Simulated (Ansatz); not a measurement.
# A thicker film of HfO2 (111) from two thinner ones

In a field along its normal an insulating film takes a dipole p. Written as a length, p/(ε₀AE), it should grow by 1 − 1/ε for each ångström added.

Set-up. Ansatz 0.2.0, plane waves with PAW datasets (its set soft_2), PBEsol; fluorite films relaxed at a bulk in-plane lattice constant near the measured one, then held in weak fields of both signs with a dipole correction (A is the cell's area, E the outer field).

| run | distance between the outer atoms (Å) | p/(ε₀AE) (Å) |
| --- | --- | --- |
| 2 units | 4.314 | 5.137 |
| 3 units | 7.225 | 7.497 |
| 5 units | 12.996 | ? |

Q: Estimate the withheld value from the rows shown.

Two rows fix a line: slope = (7.497 − 5.137) / (7.225 − 4.314) = 0.8107, intercept 1.6397. That slope means ε = 1/(1 − 0.8107) = 5.28. At 12.996 it gives 0.8107 × 12.996 + 1.6397 = 12.176 Å, beyond the rows fitted. Rounding of the rows alone allows about ±0.004 Å there; two rows can't show whether the line holds.

The run itself gives 12.202 Å: a miss of +0.026 Å, or 0.2 % of the value. The length is met to within 1 %, though ε is more sensitive than the length: the two thickest films give ε = 5.41.

**Limits.** This is the electronic response alone. A unit is one step of the cut along the normal (a plane, a pair of planes or a cell), and the layers relax along it, away from their bulk spacing where the functional's lattice constant differs from the one held.
